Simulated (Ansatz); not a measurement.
## Electron scattering at the Σ9 (114) boundary in bcc W

Aim: the relaxed structure and the specific resistance of the Σ9 (114) boundary in bcc W.

Main program and level: Ansatz 0.2.0; Ansatz plane-wave DFT, PBE, PAW files; relaxation of a bicrystal slab with its lowest layers held; PAW set soft_1, in the first sound run; inputs show where later runs differ.

This is a report of a sequence of runs, with most program output left out.

### Step 1. Set-up

The cell holds 25 atoms: 25 W. Its edges and angles: a = 5.248 Å, b = 4.476 Å, c = 29.649 Å, α = 90.0°, β = 90.0°, γ = 64.8°. It derives from W. built on the (1 1 4) plane; 2 overlapping atoms removed and the grains opened by 0 Å. Vacuum lies along c.

### Step 2. Relaxing the bicrystal

The boundary is built by mirroring the lower grain in the boundary plane and removing any atoms that overlap. A thin bicrystal slab is relaxed first, with the lowest layers held and the upper grain free to shift and open.

File input.yaml:

```yaml
crystal:
  lattice:
    - [5.2482270683, 0.0, 0.0]
    - [1.9084462066, 4.0484257627, 0.0]
    - [0.0, 0.0, 29.6487628425]
  atoms:
    - { symbol: W, position: [0.8888888889, 0.0555555557, 0.1686411007] }
    - { symbol: W, position: [0.4444444445, 0.7777777779, 0.1938006838] }
    - { symbol: W, position: [0.0, 0.5000000001, 0.218960267] }
    - { symbol: W, position: [0.5555555556, 0.2222222223, 0.2441198501] }
    - { symbol: W, position: [0.1111111111, 0.9444444445, 0.2692794333] }
    - { symbol: W, position: [0.6666666667, 0.6666666667, 0.2944390164] }
    - { symbol: W, position: [0.2222222222, 0.3888888889, 0.3195985995] }
    - { symbol: W, position: [0.7777777778, 0.1111111111, 0.3447581827] }
[... 13 atom lines left out ...]
    - { symbol: W, position: [0.8888888889, 0.0555555557, 0.7221519297] }
    - { symbol: W, position: [0.3333333334, 0.3333333334, 0.7473115129] }
    - { symbol: W, position: [0.7777777778, 0.6111111112, 0.772471096] }
    - { symbol: W, position: [0.2222222223, 0.888888889, 0.7976306792] }
kpoints:
  mp_grid: { grid: [6, 6, 1] }
hamiltonian:
  xc: pbe
  pseudopotentials: { kind: paw, azcp: { folder: soft_1 } }
scf:
  occupations: { method: fermi_dirac, width: 0.1 }
relax:
  f_tol: 0.03
  max_steps: 80
  constraints: [{ sites: [0, 1, 2, 3, 4] }]
```

On the command line:

```sh
> ansatz run input.yaml --threads 8 --pin off --max-ram 15360MiB --backend cpu --events-out ev --progress --plain --runs-dir out
```

Wall time 5.6 min (8 threads of Arm Neoverse N1, shared host); peak memory 4.8 GiB.

Relaxation path:

| step | energy less that of the first step (eV) | largest force component (eV/Å) |
| --- | --- | --- |
| 1 | 0.0000 | 2.5161 |
| 2 | -0.5842 | 1.2055 |
| 3 | -0.8541 | 0.3533 |
| 4 | -0.8721 | 0.6081 |
| 5 | -0.9211 | 0.0849 |
| 6 | -0.9248 | 0.0541 |
| 7 | -0.9260 | 0.0214 |

The run keeps the 2 symmetry operations that it works with, so distortions that break them were not tested.

The atoms that moved most (Å):

| atom | dx | dy | dz | length |
| --- | --- | --- | --- | --- |
| W25 | -0.053 | 0.025 | -0.423 | 0.427 |
| W24 | -0.141 | 0.066 | -0.319 | 0.355 |
| W15 | -0.085 | 0.040 | -0.324 | 0.337 |
| W11 | -0.020 | 0.009 | 0.332 | 0.333 |
| W16 | -0.068 | 0.032 | -0.300 | 0.309 |
| W17 | -0.083 | 0.039 | -0.289 | 0.303 |
| W20 | -0.052 | 0.025 | -0.285 | 0.290 |
| W18 | -0.079 | 0.037 | -0.274 | 0.287 |

Numbers from this step:

```
free energy             : -259634.8290 eV
energy at zero smearing : -259634.5541 eV
Fermi energy            : 12.58 eV
```

The largest force component on a free atom ends at 0.021 eV/Å, under the tolerance of 0.03, after 7 steps.

### Step 3. Transmission across the boundary

Bulk layers of each grain are laid under and over the relaxed boundary, and a lead is named in the middle of each, away from the free faces. The mesh across the current, 16×16, is finer than the density's, because channels open and close sharply across the zone. Energies from -0.1 to 0.1 eV in steps of 0.05 eV are too few for the program's thermal sum, so it prints no conductance; for a metal the transmission near the Fermi level serves, at a fraction of the cost.

This step: Ansatz plane-wave DFT, PBE, PAW files; ballistic transport by layer matching (Landauer), zero bias; boundary relaxed in a short slab, bulk layers laid on; PAW set soft_1 (Ansatz 0.2.0).

System of this step: Σ9 (114) boundary in bcc W. The cell holds 56 atoms: 56 W. Cell: a = 5.248 Å, b = 4.476 Å, c = 49.500 Å, α = 90.0°, β = 90.0°, γ = 64.8°. It derives from W. Regions: lower grain, 23 atoms (23 W); boundary, 14 atoms (14 W); upper grain, 19 atoms (19 W). Vacuum lies along c.

File input.yaml:

```yaml
crystal:
  lattice:
    - [5.2482270683, 0.0, 0.0]
    - [1.9084462066, 4.0484257627, 0.0]
    - [0.0, 0.0, 49.4995163498]
  atoms:
    - { symbol: W, position: [-16.6666666666, 8.3333333336, 0.0808088704] }
    - { symbol: W, position: [-16.1111111111, 8.0555555558, 0.095878725] }
    - { symbol: W, position: [-15.5555555555, 7.777777778, 0.1109485795] }
    - { symbol: W, position: [-15.0, 7.5000000002, 0.1260184341] }
    - { symbol: W, position: [-14.4444444444, 7.2222222224, 0.1410882887] }
    - { symbol: W, position: [-13.8888888888, 6.9444444446, 0.1561581433] }
    - { symbol: W, position: [-13.3333333333, 6.6666666668, 0.1712279979] }
    - { symbol: W, position: [-12.7777777777, 6.388888889, 0.1862978525] }
[... 44 atom lines left out ...]
    - { symbol: W, position: [-12.7962516181, 6.3981258092, 0.8739815659] }
    - { symbol: W, position: [-13.3518071737, 6.675903587, 0.8890514205] }
    - { symbol: W, position: [-13.9073627292, 6.9536813648, 0.904121275] }
    - { symbol: W, position: [-14.4629182848, 7.2314591426, 0.9191911296] }
kpoints:
  mp_grid: { grid: [6, 6, 1] }
hamiltonian:
  xc: pbe
  pseudopotentials: { kind: paw, azcp: { folder: soft_1 } }
scf:
  occupations: { method: fermi_dirac, width: 0.1 }
output:
  transmission:
    leads: [[12, 13], [45, 46]]
    kmesh: [16, 16]
    e_range: [-0.1, 0.1]
    de: 0.05
  write_potential: true
  write_density: true
  volumetric_format: npy
  elf: true
```

Elapsed: 19 min, on 8 threads; peak memory 12 GiB.

Numbers from this step:

```yaml
free_energy: -581598.2123 eV
energy_at_zero_smearing: -581597.7247 eV
fermi_energy: 18.29 eV
cell_area: 21.25 Å²
transmission_per_spin_nearest_the_fermi_level: 1.223
open_channels_per_spin_nearest_the_fermi_level: 2.617
open_channels_per_spin_upper_lead: 2.602
step_of_the_lead_s_potential: 16.1 meV
step_of_the_upper_lead_s_potential: 15 meV
```

Per spin. The transmission, zone mean by energy, zero at the Fermi level:

| energy (eV) | transmission, zone mean |
| --- | --- |
| -0.1000 | 1.20 |
| -0.0500 | 1.21 |
| 0.0000 | 1.22 |
| 0.0500 | 1.24 |
| 0.1000 | 1.25 |

Per spin. The open channels, zone mean by energy, zero at the Fermi level:

| energy (eV) | lead | upper lead |
| --- | --- | --- |
| -0.1000 | 2.43 | 2.43 |
| -0.0500 | 2.51 | 2.51 |
| 0.0000 | 2.62 | 2.60 |
| 0.0500 | 2.73 | 2.74 |
| 0.1000 | 2.83 | 2.83 |

Transmission over k1 and k2. At 0.0000 eV from the Fermi level.

Ten even steps from '_' (0.02) to '@' (2.12):
```
%%####====####%%**%%++----++%%**
%%##++++++##%%@@**====::====**@@
##********##**==++--....--++==**
**++==++**--::++**++::++**++::--
----------==++**++____++**++==--
::--::::++##%%++::__::++%%##++::
****##**%%@@%%@@====@@%%@@%%**##
####@@@@@@@@@@%%--%%@@@@@@@@@@##
**##**%%@@%%@@====@@%%@@%%**##**
::::++##%%++::__::++%%##++::::--
----==++**++____++**++==--------
**--::++**++::++**++::--**++==++
##**==++--....--++==**##********
%%@@**====::====**@@%%##++++++##
%%**%%++----++%%**%%####====####
++**%%==::==%%**++**%%==::==%%**
```
Columns: k1 (b1) from -0.5 to 0.438; rows upwards: k2 (b2) from -0.5 to 0.438.

Open channels over k1 and k2. At 0.0000 eV from the Fermi level.

Ten even steps from '_' (1.00) to '@' (5.00):
```
##@@##++++##@@##++####::::####++
####++++++######::::::::::::::##
++::++++::++++::::::____::::::++
::::__::::++::::::::__::::::::++
________::++++::::____::::++++::
::::::__++++++++::__::++++++++__
::::++::++++++##++++##++++++::++
::++++++++++####::####++++++++++
::++::++++++##++++##++++++::++::
::__++++++++::__::++++++++__::::
__::++++::::____::::++++::______
::++::::::::__::::::::++::::__::
++++::::::____::::::++++::++++::
####::::::::::::::######++++++##
##++####::::####++##@@##++++##@@
##++##::::::##++##++##::::::##++
```
Columns: k1 (b1) from -0.5 to 0.438; rows upwards: k2 (b2) from -0.5 to 0.438.

Valence density in the cb plane at fractional x = 0.315, with atoms of W within 0.2 Å of it. It is the smooth field of the valence electrons, not physical close to the nuclei.

Ten even steps from '0' (0.0 e/Å³) to '9' (5.6 e/Å³), each cell a mean:
```
44100002442000000000037861000000000000000000
76300003663100010000159982000001000000000000
55200002552000000000148961000000000000000000
22100001111000000000013421000000000000000000
00000000000000000000001100000000000000000000
00013310000000000011100000111000000000000000
00148841000000000134200001442100000000000000
00179961000011001267410002674100000000000000
00159951000000000245310001453100000000000000
00024420000000000112100000111000000000000000
00001100000000000000000000000000000000000000
11000001110000000000012310000000000000000000
```
Columns run along c (16.0 Å, from fractional 0.68 to 1.00 of the cell), rows up along b (4.5 Å). Atoms in or near the plane, at fractional coordinates: W at (0.71, 0.34), W at (0.84, 0.84).

ELF in the cb plane at fractional x = 0.315, with atoms of W within 0.2 Å of it. It is the smooth field of the valence electrons, not physical close to the nuclei.

Ten even steps from '0' (0.00) to '9' (0.69), each cell a mean:
```
88535535875454334575379894466433345543210000
99624427998454344564386395355444334443210000
88535526986454344565388795365433345543210000
45446644543464345666457864566543456543210000
34444444334665566544544444444566555543210000
65457754566644465334445554433466433332100000
74488883566443454478634534876455332211100000
63494494465443454799833525998555433111100000
64497794466433354589734535897455333211100000
65468864566543464345445654543366433322100000
44544445445665566433444445433566555443210000
33455544433465445666446754566544456543210000
```
Columns run along c (16.0 Å, from fractional 0.68 to 1.00 of the cell), rows up along b (4.5 Å). Atoms in or near the plane, at fractional coordinates: W at (0.71, 0.34), W at (0.84, 0.84).

Electrostatic potential energy in the cb plane at fractional x = 0.315, with atoms of W within 0.2 Å of it. With pseudopotentials it is smooth inside the atoms' cores, unlike the true potential.

Ten even steps from '0' (-26 eV) to '9' (22 eV), each cell a mean:
```
11479973113788778898620004899877889999999999
00268862002688767898510003798876789999999999
01378873003788777898610004899877889999999999
44688886446898888999752136899888899999999999
77887788788999999888877678888999999999999999
98753357899888898755688887556899888999999999
98510016899877887411378985213688878899999999
98400005898766787300158973001588767899999999
98500015898877887410268984102688777899999999
98741147899888898644578987445799888999999999
88876678888999999887887788878899999999999999
55788887557899888999863247899988899999999999
```
Columns run along c (16.0 Å, from fractional 0.68 to 1.00 of the cell; values clipped at the 3rd and 97th percentile), rows up along b (4.5 Å). Atoms in or near the plane, at fractional coordinates: W at (0.71, 0.34), W at (0.84, 0.84).

Over the solved energies the transmission per spin lies between 1.20 and 1.25, out of 2.62 channels of the lead on average (up to 2.83).

### Step 4. Specific resistance

This step: Ansatz plane-wave DFT, PBE, PAW files; ballistic transport by layer matching (Landauer), zero bias; specific resistance of the boundary; PAW set soft_1 (Ansatz 0.2.0).

This step gave:

```
area resistance                      : 1.195 fΩ m²
T over the leads' mean channel count : 0.4668
```

Averaged over the energies near the Fermi level, 46.7 % of the channels pass, which makes 1.19 fΩ m².

By hand, with T and the leads' channels N averaged over the energies near the Fermi level: RA = A (h/2e²)(1/T − ½[1/N₁ + 1/N₂]) = 21.25×10⁻²⁰ m² × 12 906 Ω × (1/1.224 − ½[1/2.622 + 1/2.622]) = 1.19 fΩ m².

### Step 5. Single-crystal slab for reference

The free faces cost energy too. A single-crystal slab with the same faces and held layers is relaxed, so that they cancel.

This step: Ansatz plane-wave DFT, PBE, PAW files; relaxation of a single-crystal slab with its lowest layers held; PAW set soft_1 (Ansatz 0.2.0).

System of this step: W slab, plane (1, 1, 4). The cell holds 26 atoms: 26 W. Cell: a = 5.248 Å, b = 4.476 Å, c = 29.649 Å, α = 90.0°, β = 90.0°, γ = 64.8°. It derives from W. Vacuum lies along c.

File input.yaml:

```yaml
crystal:
  lattice:
    - [5.2482270683, 0.0, 0.0]
    - [1.9084462066, 4.0484257627, 0.0]
    - [0.0, 0.0, 29.6487628425]
  atoms:
    - { symbol: W, position: [0.1111111112, 0.9444444447, 0.1686411007] }
    - { symbol: W, position: [0.6666666667, 0.6666666669, 0.1938006838] }
    - { symbol: W, position: [0.2222222223, 0.3888888891, 0.218960267] }
    - { symbol: W, position: [0.7777777778, 0.1111111113, 0.2441198501] }
    - { symbol: W, position: [0.3333333334, 0.8333333335, 0.2692794333] }
    - { symbol: W, position: [0.8888888889, 0.5555555557, 0.2944390164] }
    - { symbol: W, position: [0.4444444445, 0.277777778, 0.3195985995] }
    - { symbol: W, position: [1.0e-10, 2.0e-10, 0.3447581827] }
[... 14 atom lines left out ...]
    - { symbol: W, position: [0.3333333333, 0.8333333334, 0.7221519297] }
    - { symbol: W, position: [0.8888888889, 0.5555555556, 0.7473115129] }
    - { symbol: W, position: [0.4444444444, 0.2777777778, 0.772471096] }
    - { symbol: W, position: [0.0, 0.0, 0.7976306792] }
kpoints:
  mp_grid: { grid: [6, 6, 1] }
hamiltonian:
  xc: pbe
  pseudopotentials: { kind: paw, azcp: { folder: soft_1 } }
scf:
  occupations: { method: fermi_dirac, width: 0.1 }
relax:
  f_tol: 0.03
  max_steps: 80
  constraints: [{ sites: [0, 1, 2, 3, 4] }]
```

Wall time 5.2 min (8 threads); peak memory 4.9 GiB.

The steps of the relaxation:

| step | energy less that of the first step (eV) | largest force component (eV/Å) |
| --- | --- | --- |
| 1 | 0.0000 | 2.5380 |
| 2 | -0.2897 | 1.1383 |
| 3 | -0.3585 | 0.4144 |
| 4 | -0.3752 | 0.1105 |
| 5 | -0.3770 | 0.0340 |
| 6 | -0.3772 | 0.0144 |

The atoms that moved most (Å):

| atom | dx | dy | dz | length |
| --- | --- | --- | --- | --- |
| W24 | -0.001 | 0.001 | 0.181 | 0.181 |
| W23 | -0.005 | 0.003 | 0.179 | 0.179 |
| W21 | -0.024 | 0.011 | 0.123 | 0.126 |
| W22 | -0.032 | 0.015 | 0.114 | 0.119 |
| W19 | -0.006 | 0.003 | 0.118 | 0.118 |
| W20 | -0.013 | 0.006 | 0.116 | 0.116 |
| W25 | 0.068 | -0.032 | 0.077 | 0.108 |
| W17 | -0.009 | 0.004 | 0.099 | 0.100 |

The relaxed structure:

```cif
data_structure
_symmetry_space_group_name_H-M 'P 1'
_symmetry_Int_Tables_number 1
_cell_length_a 5.2482
_cell_length_b 4.4757
_cell_length_c 29.6488
_cell_angle_alpha 90.000
_cell_angle_beta 90.000
_cell_angle_gamma 64.761
_cell_volume 629.95
loop_
_atom_site_label
_atom_site_type_symbol
_atom_site_fract_x
_atom_site_fract_y
_atom_site_fract_z
_atom_site_occupancy
W1 W 0.11111 0.94444 0.16864 1
W2 W 0.66667 0.66667 0.19380 1
W3 W 0.22222 0.38889 0.21896 1
W4 W 0.77778 0.11111 0.24412 1
W5 W 0.33333 0.83333 0.26928 1
W6 W 0.88977 0.55511 0.29475 1
W7 W 0.44405 0.27798 0.32042 1
W8 W 0.99823 0.00088 0.34550 1
W9 W 0.55349 0.72325 0.37120 1
W10 W 0.10886 0.44557 0.39623 1
W11 W 0.66533 0.16734 0.42188 1
W12 W 0.22066 0.88967 0.44724 1
W13 W 0.77625 0.61187 0.47282 1
W14 W 0.33105 0.33447 0.49801 1
W15 W 0.88657 0.05672 0.52373 1
W16 W 0.44168 0.77916 0.54916 1
W17 W 0.99795 0.50102 0.57454 1
W18 W 0.55330 0.22335 0.59953 1
W19 W 0.10976 0.94512 0.62550 1
W20 W 0.66360 0.66820 0.65057 1
W21 W 0.21673 0.39163 0.67599 1
W22 W 0.77034 0.11483 0.70084 1
W23 W 0.33205 0.83397 0.72820 1
W24 W 0.88859 0.55571 0.75341 1
W25 W 0.46028 0.26986 0.77508 1
W26 W 0.99540 0.00230 0.79660 1
```

This step gave:

```yaml
free_energy: -270023.9637 eV
energy_at_zero_smearing: -270023.7187 eV
fermi_energy: 13.31 eV
```

The largest force component on a free atom ends at 0.014 eV/Å, under the tolerance of 0.03, after 6 steps.

### Step 6. Bulk reference

The perfect crystal gives the energy per atom, for the atoms by which bicrystal and slab differ.

This step: Ansatz plane-wave DFT, PBE, PAW files; bulk reference; PAW set soft_1 (Ansatz 0.2.0).

System of this step: W. Symmetry: Im-3m, No. 229, cubic system. The conventional cell has a = 3.165 Å, b = 3.165 Å, c = 3.165 Å, α = 90.00°, β = 90.00°, γ = 90.00°. Nearest to W lie 8 W at 2.74 Å.

input.yaml, the sections that differ from step 5:

```yaml
crystal:
  lattice:
    - [-1.5824, 1.5824, 1.5824]
    - [1.5824, -1.5824, 1.5824]
    - [1.5824, 1.5824, -1.5824]
  atoms:
    - { symbol: W, position: [0.0, 0.0, 0.0] }
kpoints:
  mp_grid: { grid: [19, 19, 19] }
# hamiltonian, scf: as in step 5
# relax: removed
```

Run time: 0.65 s. Hardware: 8 threads; peak memory 0.29 GiB; 3 s of CPU time.

This step gave:

```
free energy             : -10385.9246 eV
energy at zero smearing : -10385.9176 eV
Fermi energy            : 22.40 eV
```

### Step 7. Boundary energy

This step: Ansatz plane-wave DFT, PBE, PAW files; bicrystal less single-crystal slab less bulk atoms, a boundary area; PAW set soft_1 (Ansatz 0.2.0).

This step gave:

```yaml
excess_energy_of_the_cell: 3.247 eV
boundary_energy: 2.449 J/m²
```

The boundary costs 2.4 J/m².

By hand: 3.25 eV / 21.25 Å² × 16.02 = 2.45 J/m².

### Step 8. Results

| Item | Value |
| --- | --- |
| specific resistance of the boundary | 1.19 fΩ m² |
| share of channels that pass | 0.467 |
| boundary energy | 2.45 J/m² |

In words: The boundary has a specific resistance of 1.2 fΩ m² and an energy of 2.4 J/m². The boundary reflects 53 % of the channels; 1.2 fΩ m² is 12×10⁻¹² Ω·cm². That equals the resistance of 22 nm of bulk W at 300 K (measured 5.44 µΩ cm, CRC Handbook of Chemistry and Physics, 84th ed., 2003, Electrical Resistivity of Pure Metals). One starting structure was relaxed; another shift or atom count at the boundary may lie lower. Spin-orbit coupling is left out, which matters for W.

[Logs are printed without paths, hosts, clocks, repeated set-up lines and the standing remarks that a program may print on its own settings, such as how far it seeks lower states.]

[Hosts, paths, dates, database ids (printed as entryN), source tags and the programs' standing remarks are cut or masked in the printed files.]
